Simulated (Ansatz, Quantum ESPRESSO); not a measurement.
# LiHgBr3 (Pm-3m): zone-centre phonons

Aim: the zone-centre modes of LiHgBr3 (Pm-3m).

Method: DFT LDA, scalar-relativistic, plane waves, JTH PAW pseudopotentials, in Quantum ESPRESSO 7.5.

The structure was built from a prototype and need not be the compound's stable phase.

**1. Set-up**

It takes space group Pm-3m (No. 221, cubic). The conventional cell has a = 3.899 Å, b = 3.899 Å, c = 3.899 Å, α = 90.00°, β = 90.00°, γ = 90.00°. Nearest to Li lie 12 Br at 2.76 Å. Nearest to Hg lie 6 Br at 1.95 Å. Nearest to Br lie 2 Hg at 1.95 Å and 8 Br at 2.76 Å and 4 Li at 2.76 Å. Farther neighbours and most contacts between anions are not listed.

**2. A probe with smearing**

Before anything dear is run, a loose run with smearing shows whether this is a metal and how far the cell is from rest.

Input file probe.in:

```
&CONTROL
  calculation = 'scf'
  prefix      = 'x'
  outdir      = './tmp'
  pseudo_dir  = './pseudo'
  tprnfor     = .true.
  tstress     = .true.
  verbosity   = 'high'
/
&SYSTEM
  ibrav       = 0
  nat         = 5
  ntyp        = 3
  ecutwfc     = 50.0
  ecutrho     = 250.0
  occupations = 'smearing'
  smearing    = 'gaussian'
  degauss     = 0.01
/
&ELECTRONS
  conv_thr         = 1.0d-07
  mixing_beta      = 0.7
  electron_maxstep = 100
/
ATOMIC_SPECIES
 Li      6.9400  Li.upf
 Hg    200.5920  Hg.upf
 Br     79.9040  Br.upf
CELL_PARAMETERS angstrom
     3.898810000    0.000000000    0.000000000
     0.000000000    3.898810000    0.000000000
     0.000000000    0.000000000    3.898810000
ATOMIC_POSITIONS crystal
 Li     0.000000000   0.000000000   0.000000000
 Hg     0.500000000   0.500000000   0.500000000
 Br     0.000000000   0.500000000   0.500000000
 Br     0.500000000   0.000000000   0.500000000
 Br     0.500000000   0.500000000   0.000000000
K_POINTS automatic
 6 6 6 0 0 0
```

The run is started by

```
$ OMP_NUM_THREADS=1 mpirun -n 4 pw.x -nk 4 -in probe.in > probe.out
```

The log of the run:

```text
[banners, grids, parts of the stress and lines that vanish by symmetry left out]
Program PWSCF v.7.5
     file Li.upf: wavefunction(s)  1S 2S 0S 2P 0P renormalized
     file Hg.upf: wavefunction(s)  6S 0S 6P 0P 5D 0D renormalized
[...]
kinetic-energy cutoff     =      50.0000  Ry
     charge density cutoff     =     250.0000  Ry
     scf convergence threshold =      1.0E-07
[...]
Exchange-correlation= SLA PW NOGX NOGC
                           (   1   4   0   0   0   0   0)
[...]
48 Sym. Ops., with inversion, found
[...]
(     0          1          0      )
                  (     0          0          1      )
[...]
(  0.0000000  1.0000000  0.0000000 )
                  (  0.0000000  0.0000000  1.0000000 )
[...]
(     0         -1          0      )
[...]
( -1.0000000  0.0000000  0.0000000 )
                  (  0.0000000  1.0000000  0.0000000 )
[...]
number of k points=    20  Gaussian smearing, width (Ry)=  0.0100
[...]
End of self-consistent calculation
[...]
the Fermi energy is    19.8920 ev
!    total energy              =   -1388.77834946 Ry
[...]
convergence has been achieved in  11 iterations
[...]
atom    1 type  1   force =     0.00000000    0.00000000    0.00000000
     atom    2 type  2   force =     0.00000000    0.00000000    0.00000000
     atom    3 type  3   force =     0.00000000    0.00000000    0.00000000
     atom    4 type  3   force =     0.00000000    0.00000000    0.00000000
     atom    5 type  3   force =     0.00000000    0.00000000    0.00000000
[...]
Total force =     0.000000     Total SCF correction =     0.000000
[...]
total   stress  (Ry/bohr**3)                   (kbar)     P=     3128.99
[...]
XML data file, charge density, pseudopotentials, collected wavefunctions

   JOB DONE.
```

The job ended after 7.3 s (4 MPI ranks of Arm Neoverse V2, shared host).

Numbers from this step:

```yaml
volume_per_atom: 11.85 Å³
pressure: 312.9 GPa
gap_on_the_k_mesh: 0 eV
```

No gap opens on this mesh, so smearing is kept; the start stands at 313 GPa.

**3. Relaxing the cell and atoms**

Frequencies change by per cents with a per cent of volume, so the structure is first brought to rest at this level of theory.

Input file relax.in:

```
&CONTROL
  calculation   = 'vc-relax'
  prefix        = 'x'
  outdir        = './tmp'
  pseudo_dir    = './pseudo'
  tprnfor       = .true.
  tstress       = .true.
  forc_conv_thr = 2.0d-05
  etot_conv_thr = 1.0d-07
  nstep         = 40
/
&SYSTEM
  ibrav       = 0
  nat         = 5
  ntyp        = 3
  ecutwfc     = 50.0
  ecutrho     = 250.0
  occupations = 'smearing'
  smearing    = 'mv'
  degauss     = 0.02
/
&ELECTRONS
  conv_thr         = 1.0d-11
  mixing_beta      = 0.7
  electron_maxstep = 100
/
&IONS
/
&CELL
  press_conv_thr = 0.1
/
ATOMIC_SPECIES
 Li      6.9400  Li.upf
 Hg    200.5920  Hg.upf
 Br     79.9040  Br.upf
CELL_PARAMETERS angstrom
     3.898810000    0.000000000    0.000000000
     0.000000000    3.898810000    0.000000000
     0.000000000    0.000000000    3.898810000
ATOMIC_POSITIONS crystal
 Li     0.000000000   0.000000000   0.000000000
 Hg     0.500000000   0.500000000   0.500000000
 Br     0.000000000   0.500000000   0.500000000
 Br     0.500000000   0.000000000   0.500000000
 Br     0.500000000   0.500000000   0.000000000
K_POINTS automatic
 8 8 8 0 0 0
```

The run is started by

```
$ OMP_NUM_THREADS=1 mpirun -n 4 pw.x -nk 4 -in relax.in > relax.out
```

The log of the run:

```text
[banners, grids, parts of the stress and lines that vanish by symmetry left out]
[banner, memory and clock lines left out]
Program PWSCF v.7.5

[...]
kinetic-energy cutoff     =      50.0000  Ry
     charge density cutoff     =     250.0000  Ry
     scf convergence threshold =      1.0E-11
[...]
energy convergence thresh.=      1.0E-07
     force convergence thresh. =      2.0E-05
     press convergence thresh. =      1.0E-01
     Exchange-correlation= SLA PW NOGX NOGC
                           (   1   4   0   0   0   0   0)
[...]
48 Sym. Ops., with inversion, found
[...]
number of k points=    35  Marzari-Vanderbilt smearing, width (Ry)=  0.0200
[...]
End of self-consistent calculation
[...]
the Fermi energy is    19.3283 ev
!    total energy              =   -1388.79896572 Ry
[...]
convergence has been achieved in  19 iterations
[...]
atom    1 type  1   force =     0.00000000    0.00000000    0.00000000
     atom    2 type  2   force =     0.00000000    0.00000000    0.00000000
     atom    3 type  3   force =     0.00000000    0.00000000    0.00000000
     atom    4 type  3   force =     0.00000000    0.00000000    0.00000000
     atom    5 type  3   force =     0.00000000    0.00000000    0.00000000
     Total force =     0.000000     Total SCF correction =     0.000000
[...]
total   stress  (Ry/bohr**3)                   (kbar)     P=     3175.30
[...]
number of bfgs steps    =   0
[...]
CELL_PARAMETERS (angstrom)
[...]
ATOMIC_POSITIONS (crystal)
Li               0.0000000000        0.0000000000        0.0000000000
Hg               0.5000000000        0.5000000000        0.5000000000
Br               0.0000000000        0.5000000000        0.5000000000
Br               0.5000000000        0.0000000000        0.5000000000
[...]
New effective cutoffs (rho, wfc):  196.52   39.49
[...]
c_bands:  1 eigenvalues not converged
     c_bands:  2 eigenvalues not converged
     c_bands:  2 eigenvalues not converged
     c_bands:  1 eigenvalues not converged
[...]
End of self-consistent calculation
[...]
the Fermi energy is    12.4553 ev
!    total energy              =   -1390.82409031 Ry
[...]
convergence has been achieved in  12 iterations
[...]
atom    1 type  1   force =     0.00000000    0.00000000    0.00000000
     atom    2 type  2   force =     0.00000000    0.00000000    0.00000000
     atom    3 type  3   force =     0.00000000    0.00000000    0.00000000
     atom    4 type  3   force =     0.00000000    0.00000000    0.00000000
     atom    5 type  3   force =     0.00000000    0.00000000    0.00000000
     Total force =     0.000000     Total SCF correction =     0.000000
[...]
total   stress  (Ry/bohr**3)                   (kbar)     P=      902.17
[...]
number of bfgs steps    =   1
[...]
CELL_PARAMETERS (angstrom)
[...]
ATOMIC_POSITIONS (crystal)
[...]
New effective cutoffs (rho, wfc):  174.12   34.99
[...]
End of self-consistent calculation
[...]
the Fermi energy is     9.2247 ev
!    total energy              =   -1391.31139247 Ry
[...]
convergence has been achieved in  15 iterations
[...]
atom    1 type  1   force =     0.00000000    0.00000000    0.00000000
     atom    2 type  2   force =     0.00000000    0.00000000    0.00000000
[...]
number of bfgs steps    =   5
[...]
the Fermi energy is     2.9183 ev
!    total energy              =   -1391.66946059 Ry
[...]
convergence has been achieved in  12 iterations
[...]
Total force =     0.000000     Total SCF correction =     0.000000
[...]
total   stress  (Ry/bohr**3)                   (kbar)     P=        2.84
[...]
number of bfgs steps    =   6
[...]
the Fermi energy is     2.8324 ev
!    total energy              =   -1391.66953884 Ry
[...]
convergence has been achieved in  10 iterations
[...]
Total force =     0.000000     Total SCF correction =     0.000000
[...]
total   stress  (Ry/bohr**3)                   (kbar)     P=        0.22
[...]
number of bfgs steps    =   7
[...]
New effective cutoffs (rho, wfc):  130.65   26.25
[...]
the Fermi energy is     2.8253 ev
!    total energy              =   -1391.66953933 Ry
[...]
convergence has been achieved in   8 iterations
[...]
Total force =     0.000000     Total SCF correction =     0.000000
[...]
total   stress  (Ry/bohr**3)                   (kbar)     P=        0.00
[...]
number of bfgs steps    =   8
[...]
small trust_radius: resetting bfgs history
[...]
CELL_PARAMETERS (angstrom)
[...]
ATOMIC_POSITIONS (crystal)
[...]
New effective cutoffs (rho, wfc):  130.65   26.25
[...]
End of self-consistent calculation
[...]
the Fermi energy is     2.8253 ev
!    total energy              =   -1391.66953933 Ry
[...]
convergence has been achieved in   3 iterations
[...]
atom    3 type  3   force =     0.00000000    0.00000000    0.00000000
     atom    4 type  3   force =     0.00000000    0.00000000    0.00000000
     atom    5 type  3   force =     0.00000000    0.00000000    0.00000000
     Total force =     0.000000     Total SCF correction =     0.000000
[...]
total   stress  (Ry/bohr**3)                   (kbar)     P=        0.00
[...]
bfgs converged in  10 scf cycles and   9 bfgs steps
[...]
End of BFGS Geometry Optimization
     Final enthalpy           =   -1391.6695393258 Ry
     File ./tmp/x.bfgs deleted, as requested
[...]
CELL_PARAMETERS (angstrom)
[...]
ATOMIC_POSITIONS (crystal)
[...]
Br               0.5000000000        0.0000000000        0.5000000000
Br               0.5000000000        0.5000000000        0.0000000000
[...]
Final scf calculation at the relaxed structure.
[...]
kinetic-energy cutoff     =      50.0000  Ry
     charge density cutoff     =     250.0000  Ry
     scf convergence threshold =      1.0E-13
[...]
press convergence thresh. =      1.0E-01
     Exchange-correlation= SLA PW NOGX NOGC
                           (   1   4   0   0   0   0   0)
[...]
48 Sym. Ops., with inversion, found
[...]
number of k points=    35  Marzari-Vanderbilt smearing, width (Ry)=  0.0200
[...]
c_bands:  2 eigenvalues not converged
     c_bands:  2 eigenvalues not converged
[...]
End of self-consistent calculation
[...]
the Fermi energy is     2.8118 ev
!    total energy              =   -1391.67579577 Ry
[...]
convergence has been achieved in  13 iterations
[...]
atom    1 type  1   force =     0.00000000    0.00000000    0.00000000
     atom    2 type  2   force =     0.00000000    0.00000000    0.00000000
     atom    3 type  3   force =     0.00000000    0.00000000    0.00000000
     atom    4 type  3   force =     0.00000000    0.00000000    0.00000000
     atom    5 type  3   force =     0.00000000    0.00000000    0.00000000
     Total force =     0.000000     Total SCF correction =     0.000000
[...]
total   stress  (Ry/bohr**3)                   (kbar)     P=        2.09
[...]
XML data file, charge density, pseudopotentials, collected wavefunctions
```

It took 2.5 min on 4 MPI ranks.

Relaxation path:

| step | energy less that of the first step (eV) | largest force (eV/Å) | pressure (GPa) | volume (Å³) |
| --- | --- | --- | --- | --- |
| 1 | 0.0000 | 0.0000 | 317.53 | 59.26 |
| 2 | -27.5532 | 0.0000 | 90.22 | 84.38 |
| 3 | -34.1833 | 0.0000 | 42.43 | 101.19 |
| 4 | -37.7520 | 0.0000 | 15.76 | 122.09 |
| 5 | -38.8061 | 0.0000 | 5.37 | 138.97 |
| 6 | -39.0282 | 0.0000 | 1.55 | 149.66 |
| 7 | -39.0551 | 0.0000 | 0.28 | 154.46 |
| 8 | -39.0561 | 0.0000 | 0.02 | 155.58 |
| 9 | -39.0561 | 0.0000 | 0.00 | 155.68 |
| 10 | -39.0561 | 0.0000 | 0.00 | 155.68 |
| 11 | -39.1413 | 0.0000 | 0.21 | 155.68 |

| cell as run | before | after | change |
| --- | --- | --- | --- |
| a (Å) | 3.899 | 5.379 | +38.0 % |
| b (Å) | 3.899 | 5.379 | +38.0 % |
| c (Å) | 3.899 | 5.379 | +38.0 % |
| volume (Å³/atom) | 11.85 | 31.14 | +162.7 % |

The last row of the table of steps is pw.x's closing run on a basis chosen anew for the final cell, so its energy can jump.

This step gave:

| Quantity | Value |
| --- | --- |
| volume per atom | 31.14 Å³ |
| pressure | 0.209 GPa |

The volume changes by +162.7 % from the cell with which this run began.

**4. Ground state**

The response is built on this ground state, so it is converged far tighter than an energy would need. Smearing stays on, as the first look found no gap above 0.3 eV.

Input file scf.in:

```
&CONTROL
  calculation = 'scf'
  prefix      = 'x'
  outdir      = './tmp'
  pseudo_dir  = './pseudo'
  tprnfor     = .true.
  tstress     = .true.
/
&SYSTEM
  ibrav       = 0
  nat         = 5
  ntyp        = 3
  ecutwfc     = 50.0
  ecutrho     = 250.0
  occupations = 'smearing'
  smearing    = 'mv'
  degauss     = 0.02
/
&ELECTRONS
  conv_thr         = 1.0d-12
  mixing_beta      = 0.7
  electron_maxstep = 100
/
ATOMIC_SPECIES
 Li      6.9400  Li.upf
 Hg    200.5920  Hg.upf
 Br     79.9040  Br.upf
CELL_PARAMETERS angstrom
     5.379491328    0.000000000    0.000000000
     0.000000000    5.379491328    0.000000000
     0.000000000    0.000000000    5.379491328
ATOMIC_POSITIONS crystal
 Li     0.000000000   0.000000000   0.000000000
 Hg     0.500000000   0.500000000   0.500000000
 Br     0.000000000   0.500000000   0.500000000
 Br     0.500000000   0.000000000   0.500000000
 Br     0.500000000   0.500000000   0.000000000
K_POINTS automatic
 8 8 8 0 0 0
```

The run is started by

```
$ OMP_NUM_THREADS=1 mpirun -n 4 pw.x -nk 4 -in scf.in > scf.out
```

The log of the run:

```text
[banners, grids, parts of the stress and lines that vanish by symmetry left out]
[banner, memory and clock lines left out]
Program PWSCF v.7.5

[...]
kinetic-energy cutoff     =      50.0000  Ry
     charge density cutoff     =     250.0000  Ry
     scf convergence threshold =      1.0E-12
[...]
Exchange-correlation= SLA PW NOGX NOGC
                           (   1   4   0   0   0   0   0)
[...]
48 Sym. Ops., with inversion, found
[...]
number of k points=    35  Marzari-Vanderbilt smearing, width (Ry)=  0.0200
[...]
End of self-consistent calculation
[...]
the Fermi energy is     2.8118 ev
!    total energy              =   -1391.67579577 Ry
[...]
convergence has been achieved in  12 iterations
[...]
atom    1 type  1   force =     0.00000000    0.00000000    0.00000000
     atom    2 type  2   force =     0.00000000    0.00000000    0.00000000
     atom    3 type  3   force =     0.00000000    0.00000000    0.00000000
     atom    4 type  3   force =     0.00000000    0.00000000    0.00000000
     atom    5 type  3   force =     0.00000000    0.00000000    0.00000000
     Total force =     0.000000     Total SCF correction =     0.000000
[...]
total   stress  (Ry/bohr**3)                   (kbar)     P=        2.09
[...]
XML data file, charge density, pseudopotentials, collected wavefunctions
```

Wall time 30 s (4 MPI ranks).

The cell stands at 0.21 GPa, close enough for stiff modes, while soft ones can move.

(Continued in part 2 of 3.)

[Host names and launcher messages were left out of these logs when they were recorded.]

[Logs are printed without paths, hosts, clocks, repeated set-up lines and the standing remarks that a program may print on its own settings, such as how far it seeks lower states.]

[Hosts, paths, dates, database ids (printed as entryN), source tags and the programs' standing remarks are cut or masked in the printed files.]
